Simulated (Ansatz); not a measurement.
**How many bands does the GW gap of Ba2CeSnO6 (Fm-3m) need?**

How do accuracy and time trade against each other in G0W0 on Ba2CeSnO6 (Fm-3m)?

Method: G0W0 on PBE, plane waves, PAW; PAW set soft_1, in Ansatz 0.2.0.

In doubt: one-shot GW on d or f shells is unsure, so the values of those runs are not to be relied on.

## (1) Starting point

The structure is cubic, space group Fm-3m (No. 225). Conventional cell: a = 8.659 Å, b = 8.659 Å, c = 8.659 Å, α = 90.00°, β = 90.00°, γ = 90.00°. Nearest to Ba lie 12 O at 3.06 Å. Nearest to Ce lie 6 O at 2.23 Å. Nearest to Sn lie 6 O at 2.10 Å. Nearest to O lie 1 Sn at 2.10 Å and 1 Ce at 2.23 Å and 4 Ba at 3.06 Å. Farther neighbours and most contacts between anions are not listed.

The cell and positions are those that the Materials Project relaxed with its own functionals (PBE, PBE+U or r2SCAN), kept fixed. Spin-orbit coupling is left out unless a step names it.

## (2) 146 empty bands, screening to 54 eV

G0W0 replaces the xc potential by the self-energy, built once from these orbitals. Only a window of levels is corrected, while the sums run over the empty bands that the input names. This step takes PAW set soft_1 files.

input.yaml

```yaml
crystal:
  lattice:
    - [0.0, 4.32948904, 4.32948904]
    - [4.32948904, 0.0, 4.32948904]
    - [4.32948904, 4.32948904, 0.0]
  atoms:
    - { symbol: Ba, position: [0.25, 0.25, 0.25] }
    - { symbol: Ba, position: [0.75, 0.75, 0.75] }
    - { symbol: Ce, position: [0.0, 0.0, 0.0] }
    - { symbol: Sn, position: [0.5, 0.5, 0.5] }
    - { symbol: O, position: [0.74212518, 0.25787482, 0.25787482] }
    - { symbol: O, position: [0.25787482, 0.74212518, 0.74212518] }
    - { symbol: O, position: [0.25787482, 0.74212518, 0.25787482] }
    - { symbol: O, position: [0.74212518, 0.25787482, 0.74212518] }
    - { symbol: O, position: [0.25787482, 0.25787482, 0.74212518] }
    - { symbol: O, position: [0.74212518, 0.74212518, 0.25787482] }
kpoints:
  mp_grid: { grid: [4, 4, 4] }
hamiltonian:
  xc: pbe
  pseudopotentials: { kind: paw, azcp: { folder: soft_1 } }
scf:
  occupations: { method: fixed }
gw:
  n_empty_bands: 146
  ecut_chi: 54
  qp_bands: [v3, c3]
  qp_kpoints: band_edges
  screening: { model: contour_deformation }
```

The run is started by

```sh
$ ansatz run input.yaml --threads 2 --pin off --max-ram 92160MiB --backend cuda --events-out ev --progress --plain --runs-dir out --devices 1 --max-vram 13GiB
```

Numbers of over 12 decimals in the logs are rounded to 6 here.

Output:

```text
GPUs: using 1 of 1 available (devices: 1).
Engine: ansatz 0.2.0, x86_64-unknown-linux-gnu
Pseudopotentials: kind: paw
Pseudopotential: Ba, paw, valence charge 10, recommended cutoff 420 eV (normal), soft_1/Ba.paw.azcp
Pseudopotential: Ce, paw, valence charge 12, recommended cutoff 420 eV (normal), soft_1/Ce.paw.azcp
Pseudopotential: Sn, paw, valence charge 14, recommended cutoff 420 eV (normal), soft_1/Sn.paw.azcp
Pseudopotential: O, paw, valence charge 6, recommended cutoff 420 eV (normal), soft_1/O.paw.azcp
Functional definition: PBE
  parameter kappa = 0.804
  parameter beta = 0.066725
  exchange = pbe_x(kappa = kappa, mu = beta*pi^2/3)
  correlation = pbe_c(beta = beta)
device memory: the entry about to start is reckoned to put 2.5 GiB on a device that reports 29.1 GiB free (of which the cap on the GPU budget leaves the run 13.0 GiB)
GPU FFT provider: cuFFT
GPU libraries: cuBLAS 13.8.2, cuFFT 12.4.0, cuSOLVER 12.3.4
Crystal: 10 atoms, lattice volume = 162.308 Å³
Basis set: ecut = 420 eV, 3143 PW (Γ)
Bands: 51, of which v1, the nominal top of the filled ones, is band 41 counted from 1 (40 counted from 0)
Symmetry: 48 space group operations
Space group: Fm-3m (ITA 225), of the structure as read, at distance tolerance 5.5e-5 Å
k-points: 8 of 64
Non-local potential: Ba, projectors of the file, l = 0: 3, l = 1: 2, l = 2: 2, l = 3: 2
Non-local potential: Ce, projectors of the file, l = 0: 3, l = 1: 2, l = 2: 2, l = 3: 3
Non-local potential: Sn, projectors of the file, l = 0: 2, l = 1: 2, l = 2: 2, l = 3: 1
Non-local potential: O, projectors of the file, l = 0: 2, l = 1: 2, l = 2: 1
PAW form: soft (Blöchl's): semilocal exchange-correlation on the pseudo side does not see the compensation charge
PAW one-centre angular grid: Ba, 194 points (default); XC on 64 Gauss nodes
PAW one-centre angular grid: Ce, 590 points (default); XC on 64 Gauss nodes
PAW one-centre angular grid: Sn, 590 points (default); XC on 64 Gauss nodes
PAW one-centre angular grid: O, 110 points (default); XC on 64 Gauss nodes
Initial density: superposition of atomic densities (chi_scale 0.1, normalization cell, long waves kept (reshape's long-wave potential 0.01 eV rms))
Initial wavefunctions: pseudopotential atomic-orbital guess
GPU buffer pool allocated for 91125 grid points (all kernels)
GPU transforms: local potential and band sums: pruned to the plane-wave sphere, on 45×45×45
Functional: x = pbe(κ = 0.804, μ = 0.219515), c = pbe(β = 0.066725)
SCF iter   1: F=—  HF=-27920.240201 eV  |F-HF|=—  |Δ(HF+E_count)|=         —  Δρ=1.18e-1  dr2=4.55e1  ethr=3.10e-3  ⟨swp⟩=4.1  Hψ=1467  notcnv=0  defer=35
preconditioner: auto → Resta (q_TF=auto, 2.435 Å⁻¹)  ε∞=6.3  [insulator: Δε(μ)=0.412 eV  Ē_g=11.069 eV  n_scr=50 (ndim 8)  ℏωp=25.4 eV  f_vac=0.000  ε∞_Penn≈6.3]
SCF iter   2: F=—  HF=-27922.312951 eV  |F-HF|=—  |Δ(HF+E_count)|=    2.07e0  Δρ=1.03e-1  dr2=1.87e1  ethr=3.10e-3  ⟨swp⟩=4.4  Hψ=1119  notcnv=0  defer=48
SCF iter   3: F=—  HF=-27917.691668 eV  |F-HF|=—  |Δ(HF+E_count)|=    4.62e0  Δρ=5.44e-2  dr2=5.28e0  ethr=3.10e-3  ⟨swp⟩=3.6  Hψ=991  notcnv=0  defer=37
SCF iter   4: F=—  HF=-27916.960114 eV  |F-HF|=—  |Δ(HF+E_count)|=   7.32e-1  Δρ=5.60e-2  dr2=9.56e0  ethr=3.10e-3  ⟨swp⟩=3.2  Hψ=1189  notcnv=0  defer=33
SCF iter   5: F=—  HF=-27916.639864 eV  |F-HF|=—  |Δ(HF+E_count)|=   3.20e-1  Δρ=4.58e-2  dr2=5.77e0  ethr=3.10e-3  ⟨swp⟩=2.0  Hψ=567  notcnv=0  defer=31
SCF iter   6: F=—  HF=-27916.212175 eV  |F-HF|=—  |Δ(HF+E_count)|=   4.28e-1  Δρ=6.31e-3  dr2=7.31e-2  ethr=3.10e-3  ⟨swp⟩=2.9  Hψ=633  notcnv=0  defer=44
SCF iter   7: F=—  HF=-27916.204341 eV  |F-HF|=—  |Δ(HF+E_count)|=   7.83e-3  Δρ=1.71e-3  dr2=7.12e-3  ethr=8.91e-5  ⟨swp⟩=2.6  Hψ=725  notcnv=0  defer=44
SCF iter   8: F=—  HF=-27916.204042 eV  |F-HF|=—  |Δ(HF+E_count)|=   2.98e-4  Δρ=8.27e-4  dr2=1.70e-3  ethr=8.69e-6  ⟨swp⟩=2.0  Hψ=406  notcnv=0  defer=58
SCF iter   9: F=—  HF=-27916.203889 eV  |F-HF|=—  |Δ(HF+E_count)|=   1.53e-4  Δρ=9.16e-5  dr2=1.65e-5  ethr=2.07e-6  ⟨swp⟩=2.0  Hψ=408  notcnv=0  defer=56
SCF iter  10: F=—  HF=-27916.203895 eV  |F-HF|=—  |Δ(HF+E_count)|=   6.30e-6  Δρ=7.98e-5  dr2=1.46e-5  ethr=2.01e-8  ⟨swp⟩=2.5  Hψ=716  notcnv=0  defer=27
SCF iter  11: F=—  HF=-27916.203894 eV  |F-HF|=—  |Δ(HF+E_count)|=   1.17e-6  Δρ=1.99e-5  dr2=9.64e-7  ethr=1.78e-8  ⟨swp⟩=1.0  Hψ=384  notcnv=0  defer=34
SCF iter  12: F=-27916.203894 eV  HF=-27916.203894 eV  |F-HF|=4.94e-8  |Δ(HF+E_count)|=   9.49e-8  Δρ=4.83e-6  dr2=5.04e-8  ethr=1.22e-10  ⟨swp⟩=11.2  Hψ=1891  notcnv=0
SCF 1 converged in 12 iterations: F = -27916.203894 eV  dr2 = 5.04e-8
  greatest PAW one-centre occupation: 0.996 electrons in one spin orbital (limit 2), on the Sn atom at site 3 (counted from 0), in its partial waves of l = 2
device memory: the entry about to start is reckoned to put 3.1 GiB on a device that reports 29.0 GiB free (of which the cap on the GPU budget leaves the run 13.0 GiB)
NSCF: frozen V_eff on 8 k-points
the band table was solved once the SCF had ended and its energy, with any forces and stress, was formed, with the checks that follow a solve (1721 applications of the Hamiltonian). They found nothing against the state; the energy, forces and stress were not computed again (output.eigenvalues in the input reference)
[...]
E_local      = -4200.162947  (includes V_loc(G=0)·N_el)
  E_nonlocal   = 742.681798
  E_hartree    = 1717.044081
  E_xc         = -1102.767668
  E_vxc        = -1062.492783  (∫ρ·V_xc dr)
  E_paw        = -21312.111722  (= ΣΔE_a)
  E_vpaw       = -752.042681  (= ΣTr[D̂ρ^β])
  E_aug_tail   = 0.004910  (compensation charges beyond the density's cutoff)
  E_ewald      = -5500.065685
  E_smearing   = -0.000000  (= −TS)
  E_closure    = -0.000000  (closes the sum)
  Σ components = -27916.203894   (vs F -27916.203894, Δ=0.00e0)
--- Band table (eV; the first three rows and the last of 8) ---
  k-point 0: bands = [... 37 lower, 8.1702, 8.9102, 8.9102, 8.9102, 11.0995, 11.4010, 11.4010, 11.4010, ... 6 higher]
  k-point 1: bands = [... 37 lower, 8.2074, 8.7290, 8.7290, 8.7409, 11.0995, 11.3765, 11.3765, 11.4278, ... 6 higher]
  k-point 2: bands = [... 37 lower, 8.3438, 8.3960, 8.7448, 8.7448, 11.0975, 11.3587, 11.3587, 11.3680, ... 6 higher]
  k-point 7: bands = [... 37 lower, 7.9956, 8.2058, 8.6771, 8.6771, 11.1038, 11.3581, 11.3818, 11.3818, ... 6 higher]
--- G₀W₀: contour deformation, 6 samples at zero and on the imaginary axis and 1 off it, 64 q-points, 146 empty bands' worth ---
  eigenvalues of the whole cell's RPA ε∞ on this k-mesh (on a slab, of 1 + 4πα/V) = 4.8182, 4.8182, 4.8182; static W/v taken at q = 0 is 0.207548
  bands read: the sum over 187 bands ends inside a degenerate multiplet in 1 slot, whose members it reads at an even weight; the widest, k=3: bands 187 to 188 (counted from 1) at 1/2 each
  gw.qp_kpoints: band_edges: 8 of 8 stored k-points solved, in 1 pass; an edge of the gap read off the rows below is read off those points alone
  `?` marks the rows in doubt; gw_qp.tsv's column doubts and the gw_qp event give each row's grounds
    ik  band        ε_KS         Σx   Σc(E_QP)       V_xc       Z   E_QP_lin       E_QP  E_QP is
     0    39      8.9102   -25.4862     5.0426   -20.2907  0.7283     8.7569     8.7574  root
     0    40      8.9102   -25.4862     5.0426   -20.2907  0.7283     8.7569     8.7574  root
     0    41      8.9102   -25.4862     5.0426   -20.2907  0.7283     8.7569     8.7574  root
     0    42     11.0995   -22.5623   -12.2048   -37.4897  0.5932    14.3621    13.8222  root ?
     0    43     11.4010   -23.5472   -11.4012   -37.6568  0.5957    14.6229    14.1094  root ?
     0    44     11.4010   -23.5472   -11.4012   -37.6568  0.5957    14.6229    14.1094  root ?
     1    39      8.7290   -25.2583     4.9126   -20.1993  0.7293     8.5822     8.5827  root
     1    40      8.7290   -25.2583     4.9126   -20.1993  0.7293     8.5822     8.5827  root
     1    41      8.7409   -25.3161     4.9708   -20.1976  0.7256     8.5928     8.5932  root
     1    42     11.0995   -22.5414   -12.1861   -37.4485  0.5934    14.3591    13.8206  root ?
     1    43     11.3765   -23.4786   -11.4571   -37.6564  0.5966    14.6145    14.0972  root ?
     1    44     11.3765   -23.4786   -11.4571   -37.6564  0.5966    14.6145    14.0972  root ?
     2    39      8.3960   -24.9141     5.1244   -19.5483  0.7223     8.1531     8.1545  root
     2    40      8.7448   -26.4045     4.2318   -22.3227  0.7383     8.8944     8.8948  root
     2    41      8.7448   -26.4045     4.2318   -22.3227  0.7383     8.8944     8.8948  root
     2    42     11.0975   -22.5069   -12.1652   -37.3919  0.5939    14.3542    13.8173  root ?
     2    43     11.3587   -23.4558   -11.4875   -37.6733  0.5971    14.6084    14.0886  root ?
     2    44     11.3587   -23.4558   -11.4875   -37.6733  0.5971    14.6084    14.0886  root ?
     3    39      8.5762   -25.0826     4.8797   -20.0548  0.7266     8.4276     8.4281  root
     3    40      8.5762   -25.0826     4.8797   -20.0548  0.7266     8.4276     8.4281  root
     3    41      8.8885   -25.4209     5.0395   -20.2198  0.7281     8.7265     8.7270  root
     3    42     11.1001   -22.5412   -12.1843   -37.4463  0.5934    14.3593    13.8208  root ?
     3    43     11.3800   -23.4782   -11.3873   -37.5810  0.5972    14.6084    14.0954  root ?
     3    44     11.3800   -23.4782   -11.3873   -37.5810  0.5972    14.6084    14.0954  root ?
     4    39      8.4166   -25.4855     4.5611   -20.9120  0.7269     8.4042     8.4042  root
     4    40      8.5621   -25.7779     4.5170   -21.2637  0.7359     8.5649     8.5649  root
     4    41      8.8017   -25.4986     4.9096   -20.4628  0.7306     8.6751     8.6754  root
     4    42     11.1015   -22.5430   -12.1755   -37.4382  0.5935    14.3591    13.8211  root ?
     4    43     11.3579   -23.4816   -11.4028   -37.6147  0.5984    14.6043    14.0881  root ?
     4    44     11.3674   -23.4861   -11.4559   -37.6684  0.5971    14.6119    14.0937  root ?
     5    39      8.5252   -24.9683     4.9353   -19.8566  0.7233     8.3482     8.3489  root
     5    40      8.6477   -25.1322     4.9049   -20.0700  0.7297     8.4900     8.4905  root
     5    41      8.7474   -26.4185     4.2386   -22.3319  0.7379     8.8990     8.8993  root
     5    42     11.1019   -22.5525   -12.1789   -37.4511  0.5934    14.3600    13.8218  root ?
     5    43     11.3548   -23.4682   -11.4530   -37.6547  0.5980    14.6072    14.0882  root ?
     5    44     11.3904   -23.5027   -11.4167   -37.6317  0.5962    14.6169    14.1027  root ?
     6    39      8.3235   -25.2504     4.6426   -20.5449  0.7267     8.2605     8.2607  root
     6    40      8.3235   -25.2504     4.6426   -20.5449  0.7267     8.2605     8.2607  root
     6    41      8.8675   -25.3583     5.0378   -20.1499  0.7279     8.6963     8.6969  root
     6    42     11.0989   -22.5107   -12.1662   -37.3963  0.5938    14.3554    13.8183  root ?
     6    43     11.3509   -23.4808   -11.3796   -37.5924  0.5989    14.5981    14.0829  root ?
     6    44     11.3509   -23.4808   -11.3796   -37.5924  0.5989    14.5981    14.0829  root ?
     7    39      8.2058   -25.8151     4.4087   -21.4384  0.7346     8.2377     8.2378  root
     7    40      8.6771   -25.2920     4.9361   -20.2023  0.7294     8.5229     8.5235  root
     7    41      8.6771   -25.2920     4.9361   -20.2023  0.7294     8.5229     8.5235  root
     7    42     11.1038   -22.5623   -12.1811   -37.4630  0.5932    14.3618    13.8234  root ?
     7    43     11.3581   -23.4226   -11.4109   -37.5581  0.5980    14.5975    14.0826  root ?
     7    44     11.3818   -23.5302   -11.4523   -37.7049  0.5965    14.6222    14.1042  root ?
[key lines of the parts left out:]
SCF converged after 12 iterations
Free energy (F): -27916.203894 eV
Fermi energy:    8.910226 eV
```

The job ended after 14 s (1 × NVIDIA H100 80GB HBM3 (shared by 6 runs) with 2 threads of AMD EPYC 7R13 (Zen 3), shared host; peak memory 1.2 GiB).

Numbers from this step:

- bands summed: 187
- RPA ε∞ on this mesh (eigenvalues): 4.818, 4.818, 4.818
- plane waves in the screening matrix: 137
- q-points in the mesh: 64
- G0W0 gap on the mesh: 4.918 eV
- k of the valence top: 0, 0.25, -0.25
- k of the conduction bottom: 0, 0, -0.5
- starting gap on the mesh: 2.187 eV
- Z at the valence top: 0.7379
- Z at the conduction bottom: 0.5939
- least direct G0W0 gap on the computed points: 4.922 eV

The gap on the mesh goes from 2.19 eV to 4.92 eV, a correction of +2.73 eV, though a band edge has moved to another state. The program marks an edge row as in doubt.

## (3) 413 empty bands, screening to 108 eV

Bands and screening cutoff are moved together, since each hides the error of the other.

Edit input.yaml of step 2 so:

```diff
@@ -24,4 +24,4 @@
 gw:
-  n_empty_bands: 146
-  ecut_chi: 54
+  n_empty_bands: 413
+  ecut_chi: 108
   qp_bands: [v3, c3]
```

Output:

```text
GPUs: using 1 of 1 available (devices: 1).
[...]
GPU FFT provider: cuFFT
GPU libraries: cuBLAS 13.8.2, cuFFT 12.4.0, cuSOLVER 12.3.4
Crystal: 10 atoms, lattice volume = 162.308 Å³
Basis set: ecut = 420 eV, 3143 PW (Γ)
Bands: 51, of which v1, the nominal top of the filled ones, is band 41 counted from 1 (40 counted from 0)
Symmetry: 48 space group operations
[...]
k-points: 8 of 64
[...]
GPU buffer pool allocated for 91125 grid points (all kernels)
[...]
SCF iter   1: F=—  HF=-27920.240201 eV  |F-HF|=—  |Δ(HF+E_count)|=         —  Δρ=1.18e-1  dr2=4.55e1  ethr=3.10e-3  ⟨swp⟩=4.1  Hψ=1467  notcnv=0  defer=35
[...]
SCF iter  12: F=-27916.203894 eV  HF=-27916.203894 eV  |F-HF|=4.94e-8  |Δ(HF+E_count)|=   9.49e-8  Δρ=4.83e-6  dr2=5.04e-8  ethr=1.22e-10  ⟨swp⟩=11.2  Hψ=1891  notcnv=0
SCF 1 converged in 12 iterations: F = -27916.203894 eV  dr2 = 5.04e-8
[...]
NSCF: frozen V_eff on 8 k-points
[...]
G₀W₀ screening: q 1/8
[... further progress lines ...]
[...]
SCF converged after 12 iterations
Free energy (F): -27916.203894 eV
[...]
Internal energy: -27916.203894 eV  (E = F + TS)
E sigma→0 (E₀):  -27916.203894 eV
Fermi energy:    8.910226 eV
[...]
--- Band table (eV; the first three rows and the last of 8) ---
  k-point 0: bands = [... 37 lower, 8.1702, 8.9102, 8.9102, 8.9102, 11.0995, 11.4010, 11.4010, 11.4010, ... 6 higher]
  k-point 1: bands = [... 37 lower, 8.2074, 8.7290, 8.7290, 8.7409, 11.0995, 11.3765, 11.3765, 11.4278, ... 6 higher]
[...]
0    43     11.4010   -23.5472   -12.0409   -37.6568  0.5802    13.8907    13.4697  root ?
     0    44     11.4010   -23.5472   -12.0409   -37.6568  0.5802    13.8907    13.4697  root ?
     1    39      8.7290   -25.2583     4.6597   -20.1993  0.7222     8.3262     8.3297  root
     1    40      8.7290   -25.2583     4.6597   -20.1993  0.7222     8.3262     8.3297  root
     1    41      8.7409   -25.3161     4.7270   -20.1976  0.7185     8.3460     8.3494  root
     1    42     11.0995   -22.5414   -12.8073   -37.4485  0.5790    13.6333    13.1994  root ?
     1    43     11.3765   -23.4786   -12.0942   -37.6564  0.5811    13.8798    13.4602  root ?
     1    44     11.3765   -23.4786   -12.0942   -37.6564  0.5811    13.8798    13.4602  root ?
     2    39      8.3960   -24.9141     4.8995   -19.5483  0.7156     7.9242     7.9296  root
     2    40      8.7448   -26.4045     3.9094   -22.3227  0.7304     8.5719     8.5724  root
[...]
2    42     11.0975   -22.5069   -12.7853   -37.3919  0.5794    13.6291    13.1972  root ?
     2    43     11.3587   -23.4558   -12.1229   -37.6733  0.5818    13.8720    13.4533  root ?
[...]
6    41      8.8675   -25.3583     4.7970   -20.1499  0.7207     8.4525     8.4562  root
[...]
6    44     11.3509   -23.4808   -12.0122   -37.5924  0.5835    13.8632    13.4503  root ?
     7    39      8.2058   -25.8151     4.1022   -21.4384  0.7274     7.9297     7.9313  root
     7    40      8.6771   -25.2920     4.6798   -20.2023  0.7223     8.2635     8.2672  root
     7    41      8.6771   -25.2920     4.6798   -20.2023  0.7223     8.2635     8.2672  root
     7    42     11.1038   -22.5623   -12.8033   -37.4630  0.5788    13.6357    13.2012  root ?
     7    43     11.3581   -23.4226   -12.0441   -37.5581  0.5826    13.8632    13.4496  root ?
     7    44     11.3818   -23.5302   -12.0912   -37.7049  0.5810    13.8869    13.4653  root ?
```

Elapsed: 22 s, on 1 × NVIDIA H100 80GB HBM3 (shared by 6 runs) with 2 threads; peak memory 1.6 GiB; 34 s of CPU time.

Numbers from this step:

- bands summed: 454
- RPA ε∞ on this mesh (eigenvalues): 4.785, 4.785, 4.785
- plane waves in the screening matrix: 411
- q-points in the mesh: 64
- G0W0 gap on the mesh: 4.620 eV
- k of the valence top: 0, 0.25, -0.25
- k of the conduction bottom: 0, 0, -0.5
- starting gap on the mesh: 2.187 eV
- Z at the valence top: 0.7301
- Z at the conduction bottom: 0.5794
- least direct G0W0 gap on the computed points: 4.623 eV

Against the run with 4×4×4 mesh, 146 empty bands, screening to 54 eV, PAW set soft_1 files, the gap moves by −0.30 eV.

## (4) 890 empty bands, screening to 180 eV

Edit input.yaml of step 3 so:

```diff
@@ -24,4 +24,4 @@
 gw:
-  n_empty_bands: 413
-  ecut_chi: 108
+  n_empty_bands: 890
+  ecut_chi: 180.0
   qp_bands: [v3, c3]
```

Output:

```text
GPUs: using 1 of 1 available (devices: 1).
[...]
GPU FFT provider: cuFFT
GPU libraries: cuBLAS 13.8.2, cuFFT 12.4.0, cuSOLVER 12.3.4
Crystal: 10 atoms, lattice volume = 162.308 Å³
Basis set: ecut = 420 eV, 3143 PW (Γ)
Bands: 51, of which v1, the nominal top of the filled ones, is band 41 counted from 1 (40 counted from 0)
Symmetry: 48 space group operations
[...]
k-points: 8 of 64
[...]
7    40      8.6771   -25.2920     4.4581   -20.2023  0.7180     8.0362     8.0455  root
     7    41      8.6771   -25.2920     4.4581   -20.2023  0.7180     8.0362     8.0455  root
     7    42     11.1038   -22.5623   -12.9618   -37.4630  0.5718    13.3466    13.0425  root ?
     7    43     11.3581   -23.4226   -12.2252   -37.5581  0.5748    13.5590    13.2683  root ?
     7    44     11.3818   -23.5302   -12.2691   -37.7049  0.5732    13.5818    13.2874  root ?
[key lines of the parts left out:]
SCF converged after 12 iterations
Free energy (F): -27916.203894 eV
Fermi energy:    8.910226 eV
```

The job ended after 55 s (1 × NVIDIA H100 80GB HBM3 (shared by 6 runs) with 2 threads; peak memory 2.7 GiB).

Numbers from this step:

```
bands summed                                 : 931
RPA ε∞ on this mesh (eigenvalues)            : 4.764, 4.764, 4.764
plane waves in the screening matrix          : 893
G0W0 gap on the mesh                         : 4.717 eV
k of the valence top                         : 0, 0.25, -0.25
k of the conduction bottom                   : 0, 0, -0.5
starting gap on the mesh                     : 2.187 eV
least direct G0W0 gap on the computed points : 4.721 eV
```

Against the run with 4×4×4 mesh, 413 empty bands, screening to 108 eV, PAW set soft_1 files, the gap moves by +0.10 eV.

[end of part 1 of 2]

[Paths, hosts, dates, memory and timing lines, banners, echoed tables and standing remarks are left out of the program output.]

[Logs are printed without paths, hosts, clocks, repeated set-up lines and the standing remarks that a program may print on its own settings, such as how far it seeks lower states.]

[Runs of the session that timed out or met a known fault of the program may be left out.]

[Cells called generated may have been cut or substituted from an entry of the Crystallography Open Database or the Materials Project.]

[Hosts, paths, dates, database ids (printed as entryN), source tags and the programs' standing remarks are cut or masked in the printed files.]
